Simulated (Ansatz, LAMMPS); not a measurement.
**Amorphous 62SiO2-38GeO2 (mol %) (96 atoms): geometry optimisation**

How does amorphous 62SiO2-38GeO2 (mol %) (96 atoms) relax, and what do bonds, charges and levels look like afterwards?

Calculated with Ansatz 0.2.0; Kohn-Sham DFT, PBE, PAW (set soft_2), plane waves.

## 1. Set-up

The cell holds 96 atoms: 20 Si, 12 Ge and 64 O. Cell: a = 11.391 Å, b = 11.391 Å, c = 11.391 Å, α = 90.0°, β = 90.0°, γ = 90.0°. 96 atoms (20 Si, 12 Ge, 64 O) placed at random at 2.76 g/cm³, melted at 5000 K for 10 ps at fixed volume with the Morse and Coulomb pair potential with partial charges (Pedone, Malavasi, Menziani, Cormack and Segre, J. Phys. Chem. B 110, 11780 (2006)). Quenched from 5000 K to 300 K at 50 K/ps and fixed volume, held 5 ps, then minimised at fixed cell.

Limits known from the start: The quench rate of 50 K/ps is many orders above laboratory rates, so the cell is likely richer in defects and strain than a real sample. The network of bonds at the start is that of the classical potential that made the cell. The Brillouin zone is sampled at Γ only, in a cell whose shortest periodic width is 11 Å.

## 2. Making the structure

A classical potential supplies the starting structure, since it reaches far longer times than DFT.

This step: classical MD, Morse and Coulomb pair potential with partial charges (Pedone, Malavasi, Menziani, Cormack and Segre, J. Phys. Chem. B 110, 11780 (2006)) (LAMMPS 22 Jul 2025 - Update 4).

in.lmp reads:

```
# melt-quench of Si20Ge12O64
units metal
atom_style charge
boundary p p p
region box block 0 11.3914 0 11.3914 0 11.3914
create_box 3 box
mass 1 28.0850   # Si
mass 2 72.6300   # Ge
mass 3 15.9990   # O
create_atoms 1 random 20 39565 NULL overlap 1.5 maxtry 2000
create_atoms 2 random 12 39572 NULL overlap 1.5 maxtry 2000
create_atoms 3 random 64 39579 NULL overlap 1.5 maxtry 2000
pair_style hybrid/overlay pedone 5.5 coul/long 8.0
pair_coeff * * coul/long
pair_coeff 1 3 pedone 0.340554 2.006700 2.100000 1   # Si-O
pair_coeff 2 3 pedone 0.158118 2.294230 2.261313 5   # Ge-O
pair_coeff 3 3 pedone 0.042395 1.379316 3.618701 22   # O-O
set type 1 charge 2.4
set type 2 charge 2.4
set type 3 charge -1.2
kspace_style pppm 1.0e-4
neigh_modify delay 0 every 1 check yes
thermo_style custom step time temp pe press density
thermo_modify norm yes
timestep 0.002
thermo 100
min_style cg
minimize 1e-4 1e-4 200 2000
reset_timestep 0
velocity all create 5000 39566 mom yes dist gaussian
fix lim all nve/limit 0.05
fix lan all langevin 5000 5000 0.2 39567 zero yes
thermo 500
run 1000 post no
# [... 10 lines left out ...]
thermo 1250
fix md all nvt temp 300 300 0.2
run 2500 post no
unfix md
thermo 100
min_style cg
minimize 0 1e-3 2000 20000
write_dump all custom glass.dump id type xs ys zs modify sort id
```

Command:

```sh
> lmp -in in.lmp -log none -nocite
```

Numbers of over 12 decimals in the logs are rounded to 6 here.

Output:

```text
LAMMPS (22 Jul 2025 - Update 4)
Created orthogonal box = (0 0 0) to (11.3914 11.3914 11.3914)
Created 20 atoms
Created 12 atoms
Created 64 atoms
PPPM initialization ...
  G vector (1/distance) = 0.37828211
  grid = 12 12 12
  estimated relative force accuracy = 7.7103556e-05
   Step          Time           Temp          PotEng         Press         Density
         0   0              0              0.37702203     548076.53      2.7603081
        99   0.198          0             -17.081183     -30955.227      2.7603081
Loop time of 0.0518963 s on 1 MPI rank(s) for 99 steps with 96 atoms
Minimization stats:
  Stopping criterion = energy tolerance
[... 36 lines left out ...]
     55000   110            319.03364     -17.240472     -23110.404      2.7603081
     55500   111            272.41893     -17.240337     -16076.576      2.7603081
Loop time of 0.805977 s on 1 MPI rank(s) for 2500 steps with 96 atoms
   Step          Time           Temp          PotEng         Press         Density
     55500   111            272.41893     -17.240337     -16076.576      2.7603081
     55515   111.03         272.41893     -17.281674     -20462.101      2.7603081
Loop time of 0.0250244 s on 1 MPI rank(s) for 15 steps with 96 atoms
Minimization stats:
  Stopping criterion = linesearch alpha is zero
  Energy initial, next-to-last, final =
     -17.2403371778422  -17.2816740496128  -17.2816740496128
  Force two-norm initial, final = 14.744113 0.65100352
  Iterations, force evaluations = 15 63
```

It took 20 s on 1 thread of Arm Neoverse V2, shared host; peak memory 0.069 GiB.

## 3. Single point at the start

A single point comes first, to see the forces before anything moves.

input.yaml reads:

```yaml
crystal:
  lattice:
    - [11.3914, 0.0, 0.0]
    - [0.0, 11.3914, 0.0]
    - [0.0, 0.0, 11.3914]
  atoms:
    - { symbol: Si, position: [0.97996, 0.20058, 0.8052] }
    - { symbol: Si, position: [0.27256, 0.42574, 0.96469] }
    - { symbol: Si, position: [0.63728, 0.71375, 0.47551] }
    - { symbol: Si, position: [0.85184, 0.52861, 0.483] }
    - { symbol: Si, position: [0.11377, 0.52034, 0.55379] }
    - { symbol: Si, position: [0.08557, 0.03657, 0.41392] }
    - { symbol: Si, position: [0.0707, 0.06815, 0.03182] }
    - { symbol: Si, position: [0.54086, 0.08185, 0.68828] }
    - { symbol: Si, position: [0.75647, 0.09131, 0.86718] }
    - { symbol: Si, position: [0.05592, 0.83944, 0.86643] }
    - { symbol: Si, position: [0.88619, 0.06626, 0.24657] }
    - { symbol: Si, position: [0.32886, 0.1619, 0.03299] }
    - { symbol: Si, position: [0.37465, 0.9646, 0.85478] }
    - { symbol: Si, position: [0.21818, 0.63128, 0.77945] }
    - { symbol: Si, position: [0.52447, 0.17558, 0.22802] }
    - { symbol: Si, position: [0.44621, 0.84447, 0.08372] }
    - { symbol: Si, position: [0.50978, 0.61769, 0.23906] }
    - { symbol: Si, position: [0.69127, 0.28933, 0.04777] }
    - { symbol: Si, position: [0.55034, 0.9777, 0.43312] }
    - { symbol: Si, position: [0.85329, 0.34367, 0.26282] }
    - { symbol: Ge, position: [0.44228, 0.38812, 0.39389] }
    - { symbol: Ge, position: [0.53922, 0.51795, 0.99601] }
    - { symbol: Ge, position: [0.05942, 0.49176, 0.14205] }
    - { symbol: Ge, position: [0.73182, 0.89379, 0.07623] }
    - { symbol: Ge, position: [0.82236, 0.43461, 0.76067] }
    - { symbol: Ge, position: [0.1506, 0.02495, 0.68111] }
    - { symbol: Ge, position: [0.49413, 0.63061, 0.73267] }
    - { symbol: Ge, position: [0.20481, 0.25323, 0.52487] }
    - { symbol: Ge, position: [0.30669, 0.89932, 0.31317] }
    - { symbol: Ge, position: [0.86758, 0.65232, 0.97028] }
    - { symbol: Ge, position: [0.25782, 0.60518, 0.33333] }
    - { symbol: Ge, position: [0.55274, 0.35922, 0.66073] }
    - { symbol: O, position: [0.99381, 0.54977, 0.48028] }
    - { symbol: O, position: [0.31066, 0.28853, 0.96747] }
    - { symbol: O, position: [0.51178, 0.29966, 0.29732] }
    - { symbol: O, position: [0.39076, 0.49105, 0.01371] }
    - { symbol: O, position: [0.62818, 0.85437, 0.44708] }
    - { symbol: O, position: [0.76133, 0.64076, 0.47163] }
    - { symbol: O, position: [0.68828, 0.36906, 0.72781] }
    - { symbol: O, position: [0.36587, 0.91368, 0.17425] }
    - { symbol: O, position: [0.06742, 0.93447, 0.97675] }
    - { symbol: O, position: [0.18364, 0.98022, 0.32939] }
    - { symbol: O, position: [0.23866, 0.50902, 0.85376] }
    - { symbol: O, position: [0.56775, 0.6611, 0.35678] }
    - { symbol: O, position: [0.7615, 0.98101, 0.955] }
    - { symbol: O, position: [0.26128, 0.137, 0.60352] }
    - { symbol: O, position: [0.60944, 0.38527, 0.98314] }
    - { symbol: O, position: [0.07492, 0.15707, 0.71564] }
    - { symbol: O, position: [0.11016, 0.98003, 0.53918] }
    - { symbol: O, position: [0.41738, 0.93193, 0.41055] }
    - { symbol: O, position: [0.34869, 0.67225, 0.73591] }
    - { symbol: O, position: [0.28198, 0.75114, 0.33092] }
    - { symbol: O, position: [0.4505, 0.71507, 0.1549] }
    - { symbol: O, position: [0.96232, 0.58052, 0.06634] }
    - { symbol: O, position: [0.7923, 0.97232, 0.19288] }
    - { symbol: O, position: [0.13177, 0.59287, 0.67286] }
    - { symbol: O, position: [0.86837, 0.11506, 0.78993] }
    - { symbol: O, position: [0.39575, 0.07701, 0.9423] }
    - { symbol: O, position: [0.5487, 0.61878, 0.88021] }
    - { symbol: O, position: [0.3998, 0.52596, 0.31068] }
    - { symbol: O, position: [0.57868, 0.54838, 0.14302] }
    - { symbol: O, position: [0.48151, 0.4792, 0.71607] }
    - { symbol: O, position: [0.39924, 0.85808, 0.95014] }
    - { symbol: O, position: [0.58076, 0.8854, 0.08847] }
    - { symbol: O, position: [0.98205, 0.07708, 0.14026] }
    - { symbol: O, position: [0.15557, 0.56398, 0.23487] }
    - { symbol: O, position: [0.02795, 0.16297, 0.93405] }
    - { symbol: O, position: [0.8222, 0.42892, 0.3783] }
    - { symbol: O, position: [0.53524, 0.39841, 0.5118] }
    - { symbol: O, position: [0.77655, 0.74918, 0.04917] }
    - { symbol: O, position: [0.57109, 0.6809, 0.60515] }
    - { symbol: O, position: [0.50285, 0.21955, 0.68217] }
    - { symbol: O, position: [0.22126, 0.55991, 0.46894] }
    - { symbol: O, position: [0.20284, 0.10507, 0.05856] }
    - { symbol: O, position: [0.93064, 0.33338, 0.79302] }
    - { symbol: O, position: [0.84616, 0.20102, 0.27934] }
    - { symbol: O, position: [0.40207, 0.16956, 0.15421] }
    - { symbol: O, position: [0.84153, 0.48772, 0.61889] }
    [... 12 atom lines left out ...]
    - { symbol: O, position: [0.81934, 0.54302, 0.87094] }
    - { symbol: O, position: [0.1599, 0.73671, 0.85333] }
    - { symbol: O, position: [0.46445, 0.9775, 0.74788] }
    - { symbol: O, position: [0.05035, 0.91756, 0.75343] }
    - { symbol: O, position: [0.98002, 0.39092, 0.22117] }
    - { symbol: O, position: [0.11216, 0.17668, 0.43038] }
kpoints:
  mp_grid: { grid: [1, 1, 1] }
hamiltonian:
  xc: pbe
scf:
  occupations: { method: fermi_dirac, width: 0.025 }
output:
  forces: true
```

Command:

```sh
> ansatz run input.yaml --threads 4 --pin off --max-ram 8192MiB --backend cpu --events-out ev --progress --plain --runs-dir out
```

Output:

```text
Engine: ansatz 0.2.0, aarch64-unknown-linux-gnu
Pseudopotentials: kind: paw
Pseudopotential: Si, paw, valence charge 4, recommended cutoff 420 eV (normal), Si.paw.azcp
Pseudopotential: Ge, paw, valence charge 14, recommended cutoff 420 eV (normal), Ge.paw.azcp
Pseudopotential: O, paw, valence charge 6, recommended cutoff 420 eV (normal), O.paw.azcp
[... 5 lines on functional and potentials left out ...]
Crystal: 96 atoms, lattice volume = 1478.194 Å³
Basis set: ecut = 420 eV, 28887 PW (Γ), exchange–correlation on 160×160×160 points (8 copies of the dense FFT grid, shifted against one another)
Bands: 412, of which v1, the nominal top of the filled ones, is band 316 counted from 1 (315 counted from 0)
Symmetry: 1 space group operations
Space group: P1 (ITA 1), of the structure as read, at distance tolerance 1.1e-4 Å
k-points: 1
[... 7 lines on functional and potentials left out ...]
Initial density: superposition of atomic densities (neutral atoms: chi_scale 0, normalization atom), corrected by the library's trained network
Initial wavefunctions: pseudopotential atomic-orbital guess
Functional: x = pbe(κ = 0.804, μ = 0.219515), c = pbe(β = 0.066725)
SCF iter   1: F=—  HF=-100622.172908 eV  |F-HF|=—  |Δ(HF+E_count)|=         —  Δρ=2.90e-3  dr2=3.05e-1  ethr=1.77e-3  ⟨swp⟩=5.0  Hψ=1596  notcnv=0  defer=86
preconditioner: auto → Resta (q_TF=auto, 2.368 Å⁻¹)  ε∞=2.7  [insulator: Δε(μ)=2.202 eV  Ē_g=18.706 eV  σ=0.025 eV  W_gap=1.00  n_scr=340 (ndim 8)  ℏωp=24.3 eV  f_vac=0.260  D(μ)=0.00/eV (n_scr^D=0)  ε∞_Penn≈2.7  vacuum switching on, ρ_ref=2.5e-2 e/Å³]
SCF iter   2: F=—  HF=-100622.126046 eV  |F-HF|=—  |Δ(HF+E_count)|=   4.69e-2  Δρ=1.67e-3  dr2=4.92e-2  ethr=4.83e-5  ⟨swp⟩=2.0  Hψ=608  notcnv=0  defer=92
SCF iter   3: F=—  HF=-100622.115965 eV  |F-HF|=—  |Δ(HF+E_count)|=   1.01e-2  Δρ=7.50e-4  dr2=8.84e-3  ethr=7.78e-6  ⟨swp⟩=2.0  Hψ=580  notcnv=0  defer=46
automatic band count: iteration 3 solves 366 bands in place of 412: the levels show a gap, and the empty bands left out lie too high to hold charge; the band table lists the bands solved (type scf.n_extra_bands for more)
SCF iter   4: F=—  HF=-100622.115013 eV  |F-HF|=—  |Δ(HF+E_count)|=   9.52e-4  Δρ=2.87e-4  dr2=9.01e-4  ethr=1.40e-6  ⟨swp⟩=2.0  Hψ=580  notcnv=0  defer=46
SCF iter   5: F=—  HF=-100622.115303 eV  |F-HF|=—  |Δ(HF+E_count)|=   2.90e-4  Δρ=1.52e-4  dr2=2.57e-4  ethr=1.43e-7  ⟨swp⟩=2.0  Hψ=633  notcnv=0  defer=46
SCF iter   6: F=—  HF=-100622.115270 eV  |F-HF|=—  |Δ(HF+E_count)|=   3.29e-5  Δρ=3.06e-5  dr2=9.89e-6  ethr=4.06e-8  ⟨swp⟩=2.0  Hψ=576  notcnv=0  defer=46
SCF iter   7: F=—  HF=-100622.115721 eV  |F-HF|=—  |Δ(HF+E_count)|=   4.51e-4  Δρ=1.48e-5  dr2=2.18e-6  ethr=1.56e-9  ⟨swp⟩=3.0  Hψ=684  notcnv=0  defer=46
SCF iter   8: F=—  HF=-100622.115722 eV  |F-HF|=—  |Δ(HF+E_count)|=   7.89e-7  Δρ=5.95e-6  dr2=3.97e-7  ethr=3.45e-10  ⟨swp⟩=3.0  Hψ=703  notcnv=0  defer=46
SCF iter   9: F=-100622.115722 eV  HF=-100622.115722 eV  |F-HF|=6.05e-9  |Δ(HF+E_count)|=   1.12e-7  Δρ=1.53e-6  dr2=2.62e-8  ethr=1.58e-11  ⟨swp⟩=5.0  Hψ=1322  notcnv=0
SCF 1 converged in 9 iterations: F = -100622.115722 eV  dr2 = 2.62e-8
  greatest PAW one-centre occupation: 0.999 electrons in one spin orbital (limit 2), on the Ge atom at site 25 (counted from 0), in its partial waves of l = 2
SCF converged after 9 iterations
Free energy (F): -100622.115722 eV
Harris-Foulkes:  -100622.115722 eV  (|F-HF|=6.05e-9)
Internal energy: -100622.115722 eV  (E = F + TS)
E sigma→0 (E₀):  -100622.115722 eV
Fermi energy:    3.726660 eV
--- Per-component energies (eV) ---
  E_band       = -5252.056710
  E_kinetic    = 13594.264603
  E_local      = -81936.561988  (includes V_loc(G=0)·N_el)
  E_nonlocal   = 8679.271806
  E_hartree    = 34223.709588
  E_xc         = -6726.677298
  E_vxc        = -7733.556765  (∫ρ·V_xc dr)
  E_paw        = -44759.623812  (= ΣΔE_a)
  E_vpaw       = -6303.067246  (= ΣTr[D̂ρ^β])
  E_aug_tail   = 0.167543  (compensation charges beyond the density's cutoff)
  E_ewald      = -23696.666163
  E_smearing   = -0.000000  (= −TS)
  E_closure    = 0.000000  (closes the sum)
  Σ components = -100622.115722   (vs F -100622.115722, Δ=0.00e0)
--- Forces (eV/Å), atoms counted from 1 ---
  atom   1  Si    -0.65352213    -1.23424315     1.45189949
  atom   2  Si     0.88471204     0.69992554     0.12431588
  atom   3  Si    -0.96808269    -0.70443976     0.31508788
  atom   4  Si     0.19059559    -1.06375230     0.41169313
  atom   5  Si     0.07098085    -0.86695067    -0.79651423
  atom   6  Si     1.31351609     1.50790254     1.41860431
  atom   7  Si    -0.64051092    -0.44121436    -1.77190100
  atom   8  Si     0.58592131     0.27077378     0.89726912
  atom   9  Si    -0.11894868     0.91249106     1.33081232
  atom  10  Si     0.87386047     0.25724843     0.90751188
  atom  11  Si     1.14849774     0.78431506    -1.80175359
  atom  12  Si    -0.24818710     0.09830584    -0.51500291
  atom  13  Si    -0.14853883     1.49158746     1.36129824
  atom  14  Si     0.11638506    -0.78492796     0.90509641
[...]
atom  95  O      0.87574982    -0.54467796     0.38763334
  atom  96  O     -1.19179883     0.51010970    -1.56625433
  max |Σ_I F_I| component: 2.72e-4 eV/Å
```

The job ended after 13 s (4 threads of Arm Neoverse V2, shared host; peak memory 1.9 GiB).

The column dr2 measures how far the density is from self-consistency, as an energy; F and HF (Harris–Foulkes) agree once it is small.

The run gave:

```
free energy            : -100622.1157 eV
free energy per atom   : -1048.1470 eV/atom
SCF cycles             : 9
r.m.s. force component : 0.7181 eV/Å
longest force          : 2.452 eV/Å
Fermi energy           : 3.727 eV
```

The r.m.s. force component of 0.72 eV/Å sets the starting point.

Neighbours are counted within 2.12 Å (O-Si), 2.27 Å (O-Ge).

Length of the force by element and coordination:

| element | coordination | atoms | mean length of the force (eV/Å) | spread | least | most |
| --- | --- | --- | --- | --- | --- | --- |
| Ge | all | 12 | 0.984 | 0.402 | 0.500 | 1.82 |
| Ge | 4 | 11 | 1.00 | 0.415 | 0.500 | 1.82 |
| Ge | 5 | 1 | 0.800 | 0 | 0.800 | 0.800 |
| O | all | 64 | 1.08 | 0.430 | 0.393 | 2.43 |
| O | 2 | 63 | 1.08 | 0.433 | 0.393 | 2.43 |
| O | 3 | 1 | 1.20 | 0 | 1.20 | 1.20 |
| Si | all | 20 | 1.47 | 0.488 | 0.580 | 2.45 |

(Continued in part 2 of 4.)

[Logs are printed without paths, hosts, clocks, repeated set-up lines and the standing remarks that a program may print on its own settings, such as how far it seeks lower states.]

[Hosts, paths, dates, database ids (printed as entryN), source tags and the programs' standing remarks are cut or masked in the printed files.]
